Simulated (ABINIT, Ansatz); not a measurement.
# BaTiO3 (P4mm): one start, several treatments of the self-energy

Aim: compare treatments of exchange, screening and correlation for the gap of BaTiO3 (P4mm).

Program: ABINIT 10.8.3. Level of theory: PBE and many-body steps on it, plane waves. Results are calculated unless marked as measured.

## (1) The starting structure

It takes space group P4mm (No. 99, tetragonal). Conventional cell: a = 3.990 Å, b = 3.990 Å, c = 4.023 Å, α = 90.00°, β = 90.00°, γ = 90.00°. Nearest to Ba lie 12 O at 2.80 to 2.87 Å. Ti has 6 O at 1.84 to 2.18 Å nearest. Nearest to O lie 2 Ti at 1.84 to 2.18 Å and 4 Ba at 2.82 Å. O has 2 Ti at 2.00 Å and 4 Ba at 2.80 to 2.87 Å nearest. Farther neighbours and most contacts between anions are not listed.

As a file:

```cif
data_structure
_symmetry_space_group_name_H-M 'P 1'
_symmetry_Int_Tables_number 1
_cell_length_a 3.9905
_cell_length_b 3.9905
_cell_length_c 4.0230
_cell_angle_alpha 90.000
_cell_angle_beta 90.000
_cell_angle_gamma 90.000
_cell_volume 64.06
loop_
_atom_site_label
_atom_site_type_symbol
_atom_site_fract_x
_atom_site_fract_y
_atom_site_fract_z
_atom_site_occupancy
Ba1 Ba 0.00000 0.00000 0.00000 1
Ti2 Ti 0.50000 0.50000 0.52200 1
O3 O 0.50000 0.50000 0.97900 1
O4 O 0.50000 0.00000 0.48800 1
O5 O 0.00000 0.50000 0.48800 1
```

The cell and positions come from the Crystallography Open Database and are kept as given unless a step says otherwise. Spin-orbit coupling is left out unless a step names it.

## (2) Empty states on the mesh, 4×4×4 mesh, 322 bands

This step: ABINIT 10.8.3; DFT, PBE, plane waves, norm-conserving pseudopotentials.

The sums over transitions need many empty states on a uniform mesh; this step solves for them.

Contents of run.abi:

```
acell 3*1.0 Angstrom
rprim 
  3.990480000000 0.000000000000 0.000000000000
  0.000000000000 3.990480000000 0.000000000000
  0.000000000000 0.000000000000 4.023030000000
ntypat 3
znucl 56 22 8
natom 5
typat 1 2 3 3 3
xred 
  0.000000000000 0.000000000000 0.000000000000
  0.500000000000 0.500000000000 0.522000000000
  0.500000000000 0.500000000000 0.979000000000
  0.500000000000 0.000000000000 0.488000000000
  0.000000000000 0.500000000000 0.488000000000
pp_dirpath "pseudos"
pseudos "Ba.upf, Ti.upf, O.upf"
ecut 38
ngkpt 4 4 4
nshiftk 1
shiftk 0 0 0
kptopt 1
chksymbreak 0
irdden 1
istwfk *1
nband 322
prtvol 0
optdriver 6
gwr_task "HDIAGO"
paral_kgb 0
occopt 1
indata_prefix "in"
outdata_prefix "out"
tmpdata_prefix "tmp"
```

Launch:

```console
$ OMP_NUM_THREADS=1 mpirun -n 4 abinit run.abi > log
```

The log of the run:

```text
.Version 10.8.3 of ABINIT. v10.8.2 released Aug 2026.

 Symmetries : space group P4 m m (# 99); Bravais tP (primitive tetrag.)
[... echo of the input left out ...]
== DATASET  1 ==================================================================
-   mpi_nproc: 4, omp_nthreads: 1 (-1 if OMP is not activated)

--- !DatasetInfo
iteration_state: {dtset: 1, }
dimensions: {natom: 5, nkpt: 18, mband: 322, nsppol: 1, nspinor: 1, nspden: 1, mpw: 4868, }
cutoff_energies: {ecut:  38.0, pawecutdg:  -1.0, }
[...]
Indirect band gap semiconductor
 Fundamental gap:     1.851 (eV)
   VBM:     6.718 (eV) at k: [ 5.0000E-01,  5.0000E-01,  5.0000E-01]
   CBM:     8.569 (eV) at k: [ 0.0000E+00,  0.0000E+00,  0.0000E+00]
 Direct gap:         2.222 (eV) at k: [ 0.0000E+00,  0.0000E+00,  0.0000E+00]

== END DATASET(S) ==============================================================
================================================================================

 -outvars: echo values of variables after computation  --------
           etotal      0.0000000000E+00
            nband         322
             nkpt          18
          spgroup          99
 [... the other variables as echoed above ...]

 Calculation completed.
```

The job ended after 6.7 min (4 MPI ranks of Arm Neoverse V1, shared host; peak memory 5.3 GiB; 27 min of CPU time).

This step gave:

* gap: 1.851 eV
* k of the valence top: 0.5, 0.5, 0.5
* k of the conduction bottom: 0, 0, 0
* least direct gap: 2.222 eV
* k points computed: 18
* lowest point of the top converged band, above the valence top: 145.1917 eV

On this mesh the gap is 1.851 eV.

The density comes from a self-consistent run that is not shown.

## (3) Screening, 4×4×4 mesh, 140 bands, screening to 141.5 eV

The RPA dielectric matrix is built and inverted for each q.

This step: RPA screening on PBE, plane waves, norm-conserving pseudopotentials.

Edit run.abi of step 2 so:

```diff
@@ -23,10 +23,11 @@
 chksymbreak 0
-irdden 1
 istwfk *1
-nband 322
-prtvol 0
-optdriver 6
-gwr_task "HDIAGO"
-paral_kgb 0
 occopt 1
+irdwfk 1
+optdriver 3
+nband 140
+ecuteps 5.2
+inclvkb 2
+awtr 1
+symchi 1
 indata_prefix "in"
```

The log of the run:

```text
.Version 10.8.3 of ABINIT. v10.8.2 released Aug 2026.

 Symmetries : space group P4 m m (# 99); Bravais tP (primitive tetrag.)
[... echo of the input left out ...]
== DATASET  1 ==================================================================
-   mpi_nproc: 4, omp_nthreads: 1 (-1 if OMP is not activated)

--- !DatasetInfo
iteration_state: {dtset: 1, }
dimensions: {natom: 5, nkpt: 18, mband: 140, nsppol: 1, nspinor: 1, nspden: 1, mpw: 4868, }
cutoff_energies: {ecut:  38.0, pawecutdg:  -1.0, }
electrons: {nelect:   4.00000000E+01, charge:   0.00000000E+00, occopt:   1.00000000E+00, tsmear:   1.00000000E-02, }

 SCREENING: Calculation of the susceptibility and dielectric matrices

 Based on a program developped by R.W. Godby, V. Olevano, G. Onida, and L. Reining.
 Incorporated in ABINIT by V. Olevano, G.-M. Rignanese, and M. Torrent.
.Using double precision arithmetic ; gwpc =  8

[... cell and pseudopotentials left out ...]
--------------------------------------------------------------------------------

 ==== K-mesh for the wavefunctions ====
 Number of points in the irreducible wedge :    18
[... list of points left out ...]
 Together with  8 symmetry operations and time-reversal symmetry
 yields    64 points in the full Brillouin Zone.

 ==== Q-mesh for the screening function ====
 Number of points in the irreducible wedge :    18
[... list of points left out ...]
 Together with  8 symmetry operations and time-reversal symmetry
 yields    64 points in the full Brillouin Zone.

 setmesh: FFT mesh size selected  =    30x   30x   30
          total number of points  =        27000

 vcoul_init : cutoff-mode = AUXILIARY_FUNCTION
 q-points for optical limit:   1
     1)      0.000010    0.000020    0.000030

- screening: taking advantage of time-reversal symmetry
- Maximum band index for partially occupied states nbvw = 20
- Remaining bands to be divided among processors   nbcw = 120
- Number of bands treated by each node ~30

 Number of electrons calculated from density =   40.0000; Expected =   40.0000
 average of density, n =  0.092525
 r_s =    1.3716
 omega_plasma =   29.3417 [eV]

 calculating chi0 at frequencies [eV] :
  1    0.000000E+00    0.000000E+00
  2    0.000000E+00    2.934172E+01

--------------------------------------------------------------------------------
  q-point number  1        q = ( 0.000000, 0.000000, 0.000000) [r.l.u.]
--------------------------------------------------------------------------------
[... chi0 elements left out ...]
 For q-point:  0.000010 0.000020 0.000030
  dielectric constant =   5.8014
  dielectric constant without local fields =   6.4321

  Average fulfillment of the sum rule on Im[epsilon] for q-point    1 :     68.46  [%]
[... wings left out ...]
  q-point number  2        q = ( 0.250000, 0.000000, 0.000000) [r.l.u.]
--------------------------------------------------------------------------------
[... chi0 elements left out ...]
  Average fulfillment of the sum rule on Im[epsilon] for q-point    2 :     79.20  [%]

 [... 16 further q-points ...]
```

Wall time 3.8 min (4 MPI ranks); peak memory 2.1 GiB.

Numbers from this step:

| Item | Value |
| --- | --- |
| ε∞ with local fields, on this mesh, along the program's q direction | 5.801 |
| the same without local fields | 6.432 |
| plasma frequency | 29.34 eV |
| plane waves in the screening matrix | 251 |

Local fields lower ε∞ by 10 %. On a Γ-centred mesh this coarse the value itself is usually too large, while a short band sum pulls it down.

## (4) G0W0, Godby-Needs plasmon pole

The self-energy is evaluated for the states that the input lists, and the levels follow from it, in one-shot runs by the linearised quasiparticle equation.

This step: G0W0 on PBE, plane waves, norm-conserving pseudopotentials.

Edit run.abi of step 3 so:

```diff
@@ -26,8 +26,17 @@
 irdwfk 1
-optdriver 3
+optdriver 4
 nband 140
+gwcalctyp 0
+ecutsigx 38
+symsigma 1
+nkptgw 2
+kptgw 
+  0.5000000000 0.5000000000 0.5000000000
+  0.0000000000 0.0000000000 0.0000000000
+bdgw 
+  18 23
+  19 23
 ecuteps 5.2
-inclvkb 2
-awtr 1
-symchi 1
+irdscr 1
+ppmodel 1
 indata_prefix "in"
```

The log of the run:

```text
.Version 10.8.3 of ABINIT. v10.8.2 released Aug 2026.

 Symmetries : space group P4 m m (# 99); Bravais tP (primitive tetrag.)
[... echo of the input left out ...]
== DATASET  1 ==================================================================
-   mpi_nproc: 4, omp_nthreads: 1 (-1 if OMP is not activated)

--- !DatasetInfo
iteration_state: {dtset: 1, }
dimensions: {natom: 5, nkpt: 18, mband: 140, nsppol: 1, nspinor: 1, nspden: 1, mpw: 4868, }
cutoff_energies: {ecut:  38.0, pawecutdg:  -1.0, }
electrons: {nelect:   4.00000000E+01, charge:   0.00000000E+00, occopt:   1.00000000E+00, tsmear:   1.00000000E-02, }

 SIGMA: Calculation of the GW corrections

 Based on a program developped by R.W. Godby, V. Olevano, G. Onida, and L. Reining.
 Incorporated in ABINIT by V. Olevano, G.-M. Rignanese, and M. Torrent.
.Using double precision arithmetic ; gwpc =  8

[... cell and pseudopotentials left out ...]
--------------------------------------------------------------------------------

 ==== K-mesh for the wavefunctions ====
 Number of points in the irreducible wedge :    18
[... list of points left out ...]
 Together with  8 symmetry operations and time-reversal symmetry
 yields    64 points in the full Brillouin Zone.

 ==== Q-mesh for screening function ====
 Number of points in the irreducible wedge :    18
[... list of points left out ...]
 Together with  8 symmetry operations and time-reversal symmetry
 yields    64 points in the full Brillouin Zone.

 vcoul_init : cutoff-mode = AUXILIARY_FUNCTION
 q-points for optical limit:   1
     1)      0.000010    0.000020    0.000030
 setmesh: FFT mesh size selected  =    45x   45x   45
          total number of points  =        91125

 Number of electrons calculated from density =   40.0000; Expected =   40.0000
 average of density, n =  0.092525
 r_s =    1.3716
 omega_plasma =   29.3417 [eV]

 === KS Band Gaps ===
  >>>> For spin  1
   Minimum direct gap =   2.2217 [eV], located at k-point      :   0.0000  0.0000  0.0000
   Fundamental gap    =   1.8512 [eV], Top of valence bands at :   0.5000  0.5000  0.5000
                                       Bottom of conduction at :   0.0000  0.0000  0.0000
 SIGMA fundamental parameters:
 PLASMON POLE MODEL  1
 number of plane-waves for SigmaX                 4865
 number of plane-waves for SigmaC and W            251
 number of plane-waves for wavefunctions          4865
 number of bands                                   140
 number of independent spin polarizations            1
 number of spinorial components                      1
 number of k-points in IBZ                          18
 number of q-points in IBZ                          18
 number of symmetry operations                       8
 number of k-points in BZ                           64
 number of q-points in BZ                           64
 number of frequencies for dSigma/dE                 9
 frequency step for dSigma/dE [eV]                0.25
 number of omega for Sigma on real axis              0
 max omega for Sigma on real axis  [eV]           0.00
 zcut for avoiding poles [eV]                     0.10

 EPSILON^-1 parameters (SCR file):
 dimension of the eps^-1 matrix on file            251
 dimension of the eps^-1 matrix used               251
 number of plane-waves for wavefunctions          4865
 number of bands                                   140
 number of q-points in IBZ                          18
 number of frequencies                               2
 number of real frequencies                          1
 number of imag frequencies                          1

 matrix elements of self-energy operator (all in [eV])

 Perturbative Calculation

--- !SelfEnergy_ee
iteration_state: {dtset: 1, }
kpoint     : [   0.500,    0.500,    0.500, ]
spin       : 1
KS_gap     :    4.248
QP_gap     :    6.080
Delta_QP_KS:    1.832
data: !SigmaeeData |
     Band     E0 <VxcDFT>   SigX SigC(E0)      Z dSigC/dE  Sig(E)    E-E0       E
       18   6.542 -19.963 -24.993   4.955   0.766  -0.306 -20.021  -0.057   6.484
       19   6.542 -19.963 -24.993   4.955   0.766  -0.306 -20.021  -0.057   6.484
       20   6.718 -20.008 -25.051   5.008   0.764  -0.309 -20.034  -0.027   6.691
       21  10.965 -21.853 -13.090  -6.336   0.744  -0.344 -20.048   1.805  12.771
       22  10.977 -21.854 -13.211  -6.171   0.743  -0.345 -20.017   1.837  12.815
       23  10.977 -21.854 -13.211  -6.171   0.743  -0.345 -20.017   1.837  12.815

--- !SelfEnergy_ee
iteration_state: {dtset: 1, }
kpoint     : [   0.000,    0.000,    0.000, ]
spin       : 1
KS_gap     :    2.222
QP_gap     :    3.741
Delta_QP_KS:    1.519
data: !SigmaeeData |
     Band     E0 <VxcDFT>   SigX SigC(E0)      Z dSigC/dE  Sig(E)    E-E0       E
       19   6.347 -20.006 -24.534   4.475   0.771  -0.298 -20.047  -0.042   6.306
       20   6.347 -20.006 -24.534   4.475   0.771  -0.298 -20.047  -0.042   6.306
       21   8.569 -18.775 -11.365  -5.517   0.781  -0.281 -17.297   1.477  10.046
       22   8.936 -19.060 -12.059  -5.074   0.779  -0.284 -17.559   1.502  10.438
       23   8.936 -19.060 -12.059  -5.074   0.779  -0.284 -17.559   1.502  10.438

== END DATASET(S) ==============================================================
================================================================================

 -outvars: echo values of variables after computation  --------
           etotal      0.0000000000E+00
            nband         140
             nkpt          18
          spgroup          99
 [... the other variables as echoed above ...]

 Calculation completed.
```

The job ended after 27 s (4 MPI ranks; peak memory 1.8 GiB; 1.8 min of CPU time).

Numbers from this step:

```
G0W0 gap on the points computed              : 3.355 eV
starting gap on the mesh                     : 1.851 eV
k of the valence top                         : 0.5, 0.5, 0.5
k of the conduction bottom                   : 0, 0, 0
Z at the valence top                         : 0.764
Z at the conduction bottom                   : 0.781
least direct G0W0 gap on the computed points : 3.740 eV
```

The gap on the mesh goes from 1.85 eV to 3.35 eV, a correction of +1.50 eV.

## (5) G0W0, Engel-Farid plasmon pole

Edit run.abi of step 4 so:

```diff
@@ -40,3 +40,3 @@
 irdscr 1
-ppmodel 1
+ppmodel 4
 indata_prefix "in"
```

The log of the run:

```text
.Version 10.8.3 of ABINIT. v10.8.2 released Aug 2026.

 Symmetries : space group P4 m m (# 99); Bravais tP (primitive tetrag.)
[... echo of the input left out ...]
== DATASET  1 ==================================================================
-   mpi_nproc: 4, omp_nthreads: 1 (-1 if OMP is not activated)

--- !DatasetInfo
iteration_state: {dtset: 1, }
dimensions: {natom: 5, nkpt: 18, mband: 140, nsppol: 1, nspinor: 1, nspden: 1, mpw: 4868, }
cutoff_energies: {ecut:  38.0, pawecutdg:  -1.0, }
electrons: {nelect:   4.00000000E+01, charge:   0.00000000E+00, occopt:   1.00000000E+00, tsmear:   1.00000000E-02, }

 SIGMA: Calculation of the GW corrections

 Based on a program developped by R.W. Godby, V. Olevano, G. Onida, and L. Reining.
 Incorporated in ABINIT by V. Olevano, G.-M. Rignanese, and M. Torrent.
.Using double precision arithmetic ; gwpc =  8

[... cell and pseudopotentials left out ...]
--------------------------------------------------------------------------------

 ==== K-mesh for the wavefunctions ====
 Number of points in the irreducible wedge :    18
[... list of points left out ...]
 Together with  8 symmetry operations and time-reversal symmetry
 yields    64 points in the full Brillouin Zone.

 ==== Q-mesh for screening function ====
 Number of points in the irreducible wedge :    18
[... list of points left out ...]
 Together with  8 symmetry operations and time-reversal symmetry
 yields    64 points in the full Brillouin Zone.

 vcoul_init : cutoff-mode = AUXILIARY_FUNCTION
 q-points for optical limit:   1
     1)      0.000010    0.000020    0.000030
 setmesh: FFT mesh size selected  =    45x   45x   45
          total number of points  =        91125

 Number of electrons calculated from density =   40.0000; Expected =   40.0000
[...]
number of omega for Sigma on real axis              0
 max omega for Sigma on real axis  [eV]           0.00
 zcut for avoiding poles [eV]                     0.10

 EPSILON^-1 parameters (SCR file):
 dimension of the eps^-1 matrix on file            251
 dimension of the eps^-1 matrix used               251
 number of plane-waves for wavefunctions          4865
 number of bands                                   140
 number of q-points in IBZ                          18
 number of frequencies                               2
 number of real frequencies                          1
 number of imag frequencies                          1

 matrix elements of self-energy operator (all in [eV])

 Perturbative Calculation

--- !SelfEnergy_ee
iteration_state: {dtset: 1, }
kpoint     : [   0.500,    0.500,    0.500, ]
spin       : 1
KS_gap     :    4.248
QP_gap     :    6.335
Delta_QP_KS:    2.087
data: !SigmaeeData |
     Band     E0 <VxcDFT>   SigX SigC(E0)      Z dSigC/dE  Sig(E)    E-E0       E
       18   6.542 -19.963 -24.993   4.790   0.783  -0.277 -20.151  -0.188   6.354
       19   6.542 -19.963 -24.993   4.790   0.783  -0.277 -20.151  -0.188   6.354
       20   6.718 -20.008 -25.051   4.848   0.781  -0.280 -20.161  -0.153   6.565
[...]
--- !SelfEnergy_ee
iteration_state: {dtset: 1, }
kpoint     : [   0.000,    0.000,    0.000, ]
spin       : 1
KS_gap     :    2.222
QP_gap     :    3.858
Delta_QP_KS:    1.637
data: !SigmaeeData |
     Band     E0 <VxcDFT>   SigX SigC(E0)      Z dSigC/dE  Sig(E)    E-E0       E
[...]
22   8.936 -19.060 -12.059  -5.134   0.802  -0.247 -17.563   1.498  10.434
       23   8.936 -19.060 -12.059  -5.134   0.802  -0.247 -17.563   1.498  10.434

== END DATASET(S) ==============================================================
================================================================================

 -outvars: echo values of variables after computation  --------
           etotal      0.0000000000E+00
            nband         140
             nkpt          18
          spgroup          99
 [... the other variables as echoed above ...]

 Calculation completed.
```

It took 13 s on 4 MPI ranks; peak memory 1.7 GiB; 52 s of CPU time.

This step gave:

- G0W0 gap on the points computed: 3.470 eV
- starting gap on the mesh: 1.851 eV
- k of the valence top: 0.5, 0.5, 0.5
- k of the conduction bottom: 0, 0, 0
- Z at the valence top: 0.781
- Z at the conduction bottom: 0.804
- least direct G0W0 gap on the computed points: 3.858 eV

Against G0W0 in ABINIT (4×4×4 mesh, 140 bands, screening to 141.5 eV, Godby-Needs plasmon pole), the gap moves by +0.115 eV.

## (6) G0W0, von der Linden-Horsch plasmon pole

Edit run.abi of step 5 so:

```diff
@@ -40,3 +40,3 @@
 irdscr 1
-ppmodel 4
+ppmodel 3
 indata_prefix "in"
```

The log of the run:

```text
.Version 10.8.3 of ABINIT. v10.8.2 released Aug 2026.

 Symmetries : space group P4 m m (# 99); Bravais tP (primitive tetrag.)
[... echo of the input left out ...]
== DATASET  1 ==================================================================
-   mpi_nproc: 4, omp_nthreads: 1 (-1 if OMP is not activated)

--- !DatasetInfo
iteration_state: {dtset: 1, }
dimensions: {natom: 5, nkpt: 18, mband: 140, nsppol: 1, nspinor: 1, nspden: 1, mpw: 4868, }
cutoff_energies: {ecut:  38.0, pawecutdg:  -1.0, }
[...]
Band     E0 <VxcDFT>   SigX SigC(E0)      Z dSigC/dE  Sig(E)    E-E0       E
[...]
22   8.936 -19.060 -12.059  -5.271   0.848  -0.179 -17.592   1.468  10.405
       23   8.936 -19.060 -12.059  -5.271   0.848  -0.179 -17.592   1.468  10.405

== END DATASET(S) ==============================================================
================================================================================

 -outvars: echo values of variables after computation  --------
           etotal      0.0000000000E+00
            nband         140
             nkpt          18
          spgroup          99
 [... the other variables as echoed above ...]

 Calculation completed.
```

It took 13 s on 4 MPI ranks; peak memory 1.7 GiB; 52 s of CPU time.

This step gave:

```
G0W0 gap on the points computed              : 3.489 eV
starting gap on the mesh                     : 1.851 eV
k of the valence top                         : 0.5, 0.5, 0.5
k of the conduction bottom                   : 0, 0, 0
least direct G0W0 gap on the computed points : 3.878 eV
```

Against G0W0 in ABINIT (4×4×4 mesh, 140 bands, screening to 141.5 eV, Godby-Needs plasmon pole), the gap moves by +0.134 eV.

(Part 1 of 2 ends here.)

[Paths, hosts, dates, memory and timing lines, banners, echoed tables and standing remarks are left out of the program output.]

[Logs are printed without paths, hosts, clocks, repeated set-up lines and the standing remarks that a program may print on its own settings, such as how far it seeks lower states.]

[Runs of the session that timed out or met a known fault of the program may be left out.]

[No measured gap is set beside runs whose start may be inverted or whose files or cutoffs have a known fault.]

[Hosts, paths, dates, database ids (printed as entryN), source tags and the programs' standing remarks are cut or masked in the printed files.]

[G0W0 gaps are taken among the corrected bands and points alone; a level outside them can change the order at an edge.]

[Where Ansatz stands beside ABINIT at settings called matched, ABINIT's density can come from a denser mesh and the files from another edition; pairs whose starting gaps differed by over 0.03 eV were left out, so agreement reads better than it is.]
